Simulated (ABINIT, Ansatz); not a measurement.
# CsH (P6_3/mmc): modes at Γ and the response to a field, part 3 of 3

Wanted: the vibrations of CsH (P6_3/mmc) at Γ, by two programs.

ABINIT 10.8.3; DFT LDA, scalar-relativistic, plane waves, PseudoDojo norm-conserving pseudopotentials.

So far. Step 5 (Zone-centre response): The acoustic modes at Γ come out as far as 0.1 cm⁻¹ from zero, where they should vanish, a small numerical error; the Born charges miss their sum rule by 0.039 e, which is fair. Step 6 (Modes with the sum rule): The rule moves no optical mode by more than 0.1 cm⁻¹.

The structure was built from a prototype and need not be the compound's stable phase.

### 7. The same in Ansatz

The same cell, potentials and cutoff go through another code, on another k mesh. Its k mesh is centred on Γ.

This step: DFT LDA, scalar-relativistic, plane waves, PseudoDojo norm-conserving pseudopotentials (Ansatz 0.2.0).

Contents of input.yaml:

```yaml
crystal:
  lattice:
    - [5.0938042384, 0.0, 0.0]
    - [-2.5469021194, 4.4113638722, 0.0]
    - [0.0, 0.0, 6.0766274337]
  atoms:
    - { symbol: Cs, position: [0.3333333333, 0.6666666667, 0.25] }
    - { symbol: Cs, position: [0.6666666667, 0.3333333333, 0.75] }
    - { symbol: H, position: [0.6666666667, 0.3333333333, 0.25] }
    - { symbol: H, position: [0.3333333333, 0.6666666667, 0.75] }
kpoints:
  mp_grid: { grid: [6, 6, 4] }
hamiltonian:
  xc: lda
  pseudopotentials: { kind: nc, accuracy: standard }
scf:
  occupations: { method: fixed }
output:
  eigenvalues: true
basis:
  ecutwfc: 843.553
phonons:
  method: dfpt
  dielectric: true
  rigid_motions: translations
```

On the command line:

```
$ ansatz run input.yaml --threads 4 --pin off --max-ram 8192MiB --backend cpu --events-out ev --progress --plain --runs-dir out
```

The program printed:

```text
Warning: basis.ecutwfc = 843.553 eV is below the records' recommended 1006.821291 eV, and the density's cutoff is lower with it unless basis.ecutrho_ratio is high enough to keep the records' density cutoff: compare with a run at a higher cutoff
Engine: ansatz 0.2.0, aarch64-unknown-linux-gnu
Pseudopotentials: kind: nc
Pseudopotential: Cs, nc, valence charge 9, recommended cutoff 653.07327 eV (normal), Cs.nc.azcp (PseudoDojo's, or run here from an input of PseudoDojo's; its table is named by hamiltonian.pseudopotentials.accuracy)
Pseudopotential: H, nc, valence charge 1, recommended cutoff 1006.821291 eV (normal), H.nc.azcp (PseudoDojo's, or run here from an input of PseudoDojo's; its table is named by hamiltonian.pseudopotentials.accuracy)
Functional definition: SPW92
  exchange = slater_x
  correlation = pw_c
Crystal: 4 atoms, lattice volume = 136.546 Å³
Basis set: ecut = 843.553 eV, 7517 PW (Γ), exchange–correlation on 100×100×120 points (8 copies of the dense FFT grid, shifted against one another)
Bands: 14, of which v1, the nominal top of the filled ones, is band 10 counted from 1 (9 counted from 0)
Symmetry: 24 space group operations
k-points: 47 of 144 (irreducible under 2 space group operations, time reversal used)
Non-local potential: Cs, projectors of the file, l = 0: 2, l = 1: 2, l = 2: 2, l = 3: 2
Non-local potential: H, projectors of the file, l = 0: 2, l = 1: 1
Initial density: superposition of atomic densities (chi_scale 0.1, normalization cell, long waves kept (reshape's long-wave potential 0.00 eV rms))
Initial wavefunctions: pseudopotential atomic-orbital guess
Functional: x = slater, c = lda
SCF iter   1: F=—  HF=-1308.815296 eV  |F-HF|=—  |Δ(HF+E_count)|=         —  Δρ=3.82e-2  dr2=3.53e0  ethr=3.10e-3  ⟨swp⟩=5.1  Hψ=3400  notcnv=0  defer=77
preconditioner: auto → Resta (q_TF=auto, 1.981 Å⁻¹)  ε∞=2.6  [insulator: Δε(μ)=4.108 eV  Ē_g=10.087 eV  n_scr=20 (ndim 8)  ℏωp=12.7 eV  f_vac=0.000  ε∞_Penn≈2.6]
SCF iter   2: F=—  HF=-1307.664473 eV  |F-HF|=—  |Δ(HF+E_count)|=    1.15e0  Δρ=1.31e-2  dr2=6.43e-1  ethr=3.10e-3  ⟨swp⟩=2.3  Hψ=1261  notcnv=0  defer=87
SCF iter   3: F=—  HF=-1307.471285 eV  |F-HF|=—  |Δ(HF+E_count)|=   1.93e-1  Δρ=4.47e-3  dr2=3.22e-2  ethr=3.10e-3  ⟨swp⟩=2.0  Hψ=1155  notcnv=0  defer=87
SCF iter   4: F=—  HF=-1307.480589 eV  |F-HF|=—  |Δ(HF+E_count)|=   9.30e-3  Δρ=8.16e-4  dr2=2.02e-3  ethr=1.61e-4  ⟨swp⟩=2.5  Hψ=1141  notcnv=0  defer=91
SCF iter   5: F=—  HF=-1307.481376 eV  |F-HF|=—  |Δ(HF+E_count)|=   7.87e-4  Δρ=1.98e-4  dr2=9.36e-5  ethr=1.01e-5  ⟨swp⟩=3.9  Hψ=1284  notcnv=0  defer=93
SCF iter   6: F=—  HF=-1307.481377 eV  |F-HF|=—  |Δ(HF+E_count)|=   9.03e-8  Δρ=3.22e-5  dr2=1.75e-6  ethr=4.68e-7  ⟨swp⟩=2.5  Hψ=967  notcnv=0  defer=91
SCF iter   7: F=—  HF=-1307.481360 eV  |F-HF|=—  |Δ(HF+E_count)|=   1.69e-5  Δρ=5.18e-6  dr2=4.84e-8  ethr=8.77e-9  ⟨swp⟩=2.1  Hψ=948  notcnv=0  defer=78
SCF iter   8: F=—  HF=-1307.481360 eV  |F-HF|=—  |Δ(HF+E_count)|=   2.16e-8  Δρ=7.30e-7  dr2=6.74e-10  ethr=2.42e-10  ⟨swp⟩=2.4  Hψ=1155  notcnv=0  defer=78
SCF iter   9: F=-1307.481360 eV  HF=-1307.481360 eV  |F-HF|=1.18e-11  |Δ(HF+E_count)|=  4.75e-10  Δρ=1.43e-7  dr2=4.31e-11  ethr=1.00e-12  ⟨swp⟩=13.9  Hψ=6404  notcnv=0
SCF 1 converged in 9 iterations: F = -1307.481360 eV  dr2 = 4.31e-11
DFPT response loops at Γ: preconditioner auto → Resta (q_TF=auto, 1.981 Å⁻¹)  ε∞=4.8 (no band partly filled); β = 1.00, the filter's whole step (`scf.mixing.beta` (0.50) is not read by the response loops at its default; to damp them type it under 1.00, their step now; it binds the ground state too); Broyden in place of MSR1
── the response to a field inside a basis, on 8×8×6 k-points: an SCF that follows is theirs, and a resumed run solves both again ──
Bands: 11, of which v1, the nominal top of the filled ones, is band 10 counted from 1 (9 counted from 0)
k-points: 60 of 384 (irreducible under 8 space group operations)
Initial density: handed on by an earlier stage of this run
Initial wavefunctions: pseudopotential atomic-orbital guess (no wavefunctions were taken with the density)
Eigensolver: Dense (60 Hₖ)
SCF iter   1: F=—  HF=-1307.480069 eV  |F-HF|=—  |Δ(HF+E_count)|=         —  Δρ=9.45e-5  dr2=2.38e-6  ethr=1.00e-1
preconditioner: auto → Resta (q_TF=auto, 1.981 Å⁻¹)  ε∞=3.0  [insulator: Δε(μ)=2.606 eV  Ē_g=8.924 eV  n_scr=20 (ndim 8)  ℏωp=12.7 eV  f_vac=0.124  ε∞_Penn≈3.0]
SCF iter   2: F=—  HF=-1307.480071 eV  |F-HF|=—  |Δ(HF+E_count)|=   1.34e-6  Δρ=4.93e-5  dr2=7.15e-7  ethr=1.19e-8
SCF iter   3: F=-1307.480071 eV  HF=-1307.480071 eV  |F-HF|=1.41e-9  |Δ(HF+E_count)|=   5.28e-7  Δρ=1.64e-6  dr2=3.17e-9  ethr=3.57e-9
SCF 1 converged in 3 iterations: F = -1307.480071 eV  dr2 = 3.17e-9
DFPT response loops at Γ: mixed as the last ones told, above
SCF converged after 9 iterations
Free energy (F): -1307.481360 eV
Harris-Foulkes:  -1307.481360 eV  (|F-HF|=1.18e-11)
Internal energy: -1307.481360 eV  (E = F + TS)
E sigma→0 (E₀):  -1307.481360 eV
Fermi energy:    2.744691 eV
--- Per-component energies (eV) ---
  E_band       = -129.017267
  E_kinetic    = 309.698741
  E_local      = -748.410784  (includes V_loc(G=0)·N_el)
  E_nonlocal   = 179.915883
  E_hartree    = 203.648479
  E_xc         = -392.204391
  E_vxc        = -277.518029  (∫ρ·V_xc dr)
  E_ewald      = -860.129287
  E_smearing   = -0.000000  (= −TS)
  E_closure    = 0.000000  (closes the sum)
  Σ components = -1307.481360   (vs F -1307.481360, Δ=0.00e0)
--- Band table (eV; the first three rows and the last of 47) ---
  k-point 0: bands = [... 6 lower, -5.0338, -4.8065, 1.0704, 1.5943, 6.6791, 6.9481, 6.9481, 7.8645]
  k-point 1: bands = [... 6 lower, -5.0803, -5.0058, 1.4471, 1.8070, 6.6579, 6.6579, 6.7763, 7.3066]
  k-point 2: bands = [... 6 lower, -5.1914, -5.1914, 1.9638, 1.9638, 6.7133, 6.7133, 6.7133, 6.7133]
  k-point 46: bands = [... 6 lower, -5.1124, -4.9414, 2.2918, 2.3660, 5.4432, 5.9238, 7.0486, 7.3409]
--- Phonons (Γ-DFPT): 4 representative perturbations + reference, on 47 of 144 k-points (Σ response iterations 13) ---
  k mesh reduced under 2 symmetry operations, with k and −k counted as one. Each operation leaves every solved perturbation unchanged. A smaller set is not considered because the run solves the response to a homogeneous field
  ASR residual: 9.142e-5 → 0.000e0 eV/Å²; symmetrization residual: 2.494e-7 eV/Å²
  ASR residual per site (eV/Å²): 9.14e-5 9.14e-5 2.62e-5 2.62e-5
  Γ frequencies (cm⁻¹): 0.00 0.00 0.00 30.88 30.88 58.51 465.81 519.37 551.15 551.15 556.32 556.32
  ε∞ (high-frequency dielectric tensor):
        2.988995     0.000000     0.000000
        0.000000     2.988995     0.000000
        0.000000     0.000000     3.079991
  ε⁰ (static dielectric tensor: ions relaxed, cell fixed):
        5.130489     0.000000    -0.000000
        0.000000     5.130489     0.000000
       -0.000000     0.000000     7.251977
  ε⁰ − ε∞ (ionic part):
        2.141493     0.000000    -0.000000
        0.000000     2.141493     0.000000
       -0.000000     0.000000     4.171986
  softest optical mode at Γ: 30.88 cm⁻¹; the repairs (sum rule, projections) moved no ω² at Γ by more than (2.80 cm⁻¹)²
  Born effective charges Z* (e; rows j = field, columns β = displacement):
    site 0:
         0.95915    0.00000    0.00000
         0.00000    0.95915    0.00000
         0.00000    0.00000    1.12095
    site 1:
         0.95915    0.00000    0.00000
         0.00000    0.95915    0.00000
         0.00000    0.00000    1.12095
    site 2:
        -0.95915   -0.00000    0.00000
        -0.00000   -0.95915    0.00000
         0.00000    0.00000   -1.12095
    site 3:
        -0.95915   -0.00000    0.00000
        -0.00000   -0.95915    0.00000
         0.00000    0.00000   -1.12095
  Z* charge neutrality: 2.102e-3 e pre-enforcement
  solved inside a basis spanned on kpoints, on 8×8×6 k-points, its susceptibility summed on 10×10×6: ε∞ is read to err by 7.5e-3, Z* by 1.1e-2 e (field_mesh: kpoints solves on kpoints); Z* is corrected for what the basis lacks
  optical modes at Γ without the LO–TO term, one row a degenerate level:
      ω (cm⁻¹)  modes    IR ((D/Å)²/amu)
         30.88      2             0.0000
         58.51      1             0.0000
        465.81      1            57.9541
        519.37      1             0.0000
        551.15      2             0.0000
        556.32      2            84.8627
  optical modes at Γ + LO–TO along q̂ = [1.0000, 0.0000, 0.0000]:
      ω (cm⁻¹)  modes    IR ((D/Å)²/amu)
         30.88      2             0.0000
         58.51      1             0.0000
        465.81      1            57.9541
        519.37      1             0.0000
        551.15      2             0.0000
        556.32      1            42.4313
        728.86      1            42.4313
  optical modes at Γ + LO–TO along q̂ = [0.0000, 1.0000, 0.0000]:
      ω (cm⁻¹)  modes    IR ((D/Å)²/amu)
         30.88      2             0.0000
         58.51      1             0.0000
        465.81      1            57.9541
        519.37      1             0.0000
        551.15      2             0.0000
        556.32      1            42.4313
        728.86      1            42.4313
  optical modes at Γ + LO–TO along q̂ = [0.0000, 0.0000, 1.0000]:
      ω (cm⁻¹)  modes    IR ((D/Å)²/amu)
         30.88      2             0.0000
         58.51      1             0.0000
        519.37      1             0.0000
        551.15      2             0.0000
        556.32      2            84.8627
        714.77      1            57.9541
```

The job ended after 66 s (4 threads of Arm Neoverse V1, shared host; peak memory 1.6 GiB).

Read from the output:

| Property | Result |
| --- | --- |
| gap on the k-mesh | 2.558 eV |
| sum-rule residual before enforcement | 9.14e-5 eV/Å² |
| miss of the charge sum rule | 0.002102 e |
| estimated error of the dielectric tensor | 0.007475 |
| estimated error of the Born charges | 0.01067 e |
| highest optical zone-centre mode (no LO-TO term) | 556.3 cm⁻¹ |
| lowest optical zone-centre mode | 30.88 cm⁻¹ |
| mean high-frequency dielectric constant | 3.019 |
| largest Born charge in size (third of the trace) | 1.013 e |
| mean static dielectric constant | 5.838 |
| highest mode moved by the LO-TO term | 728.9 cm⁻¹ |

Transverse modes. Infrared lines, with heights relative to the strongest:

```
position (cm⁻¹)  label  IR intensity ((D/Å)²/amu), degenerate modes summed, relative
             31    E2g                                                           0.0
             58    B1g                                                           0.0
            466    A2u                                                            68
            519    B1g                                                           0.0
            551    E2g                                                           0.0
            556    E1u                                                           100
```

### 8. Side by side: ABINIT PseudoDojo and Ansatz, PseudoDojo

Worked out from the results:

- root-mean-square difference: 0.47 cm⁻¹
- largest difference: 0.58 cm⁻¹

Frequencies side by side, by row:

```
q (reciprocal lattice)  mode  ABINIT PseudoDojo (cm⁻¹)  Ansatz, PseudoDojo (cm⁻¹)
                 0 0 0     1                         0                          0
                 0 0 0     2                         0                          0
                 0 0 0     3                         0                          0
                 0 0 0     4                     31.43                      30.88
                 0 0 0     5                     31.43                      30.88
                 0 0 0     6                     58.54                      58.51
                 0 0 0     7                       466                      465.8
                 0 0 0     8                     519.1                      519.4
                 0 0 0     9                     551.7                      551.1
                 0 0 0    10                     551.7                      551.1
                 0 0 0    11                     556.9                      556.3
                 0 0 0    12                     556.9                      556.3
```

The two runs side by side. Further quantities:

```
                                                                               quantity  ABINIT PseudoDojo  Ansatz, PseudoDojo
                                                                                mean ε∞              2.999               3.019
largest Born charge in size (e; the first before, the second after the charge sum rule)              1.014               1.013
```

At the zone centre the largest difference (acoustic modes at Γ apart) is 0.1 % of the highest mode.

### 9. Summary of results

- space group after relaxation: P6_3/mmc
- volume per atom: 34.1 Å³
- highest optical zone-centre mode (no LO-TO term): 556.9 cm⁻¹
- lowest optical zone-centre mode: 31.4 cm⁻¹
- highest mode moved by the LO-TO term: 729.1 cm⁻¹
- mean high-frequency dielectric constant: 3.00
- largest Born charge in size (third of the trace): 1.01 e
- mean static dielectric constant: 5.80
- imaginary optical modes at the zone centre (no q mesh in this session): none
- largest difference from Ansatz, PseudoDojo: 0.58 cm⁻¹

What this shows: At the LDA level the optical modes of CsH (P6_3/mmc) at the zone centre (no LO-TO term) run from 31 to 557 cm⁻¹. Along the directions run, the highest mode that the macroscopic field moves lies at 729 cm⁻¹. Lattice motion raises the mean dielectric constant from 2.999 to 5.799. ABINIT PseudoDojo and Ansatz, PseudoDojo agree to 0.58 cm⁻¹ (0.1 % of the highest mode compared) on all solved modes but the acoustic ones at Γ, without the LO-TO term. These are harmonic frequencies at zero temperature: anharmonic shifts and linewidths and thermal expansion are left out. Spin-orbit coupling is left out, which can matter for the heavy elements here. Ansatz warns that the cutoff lies 16 % under the one recommended for these files; agreement at one cutoff is not convergence. The structure is a hypothetical one, built on a prototype.

[Host names and launcher messages were left out of these logs when they were recorded.]

[Logs are printed without paths, hosts, clocks, repeated set-up lines and the standing remarks that a program may print on its own settings, such as how far it seeks lower states.]

[Hosts, paths, dates, database ids (printed as entryN), source tags and the programs' standing remarks are cut or masked in the printed files.]
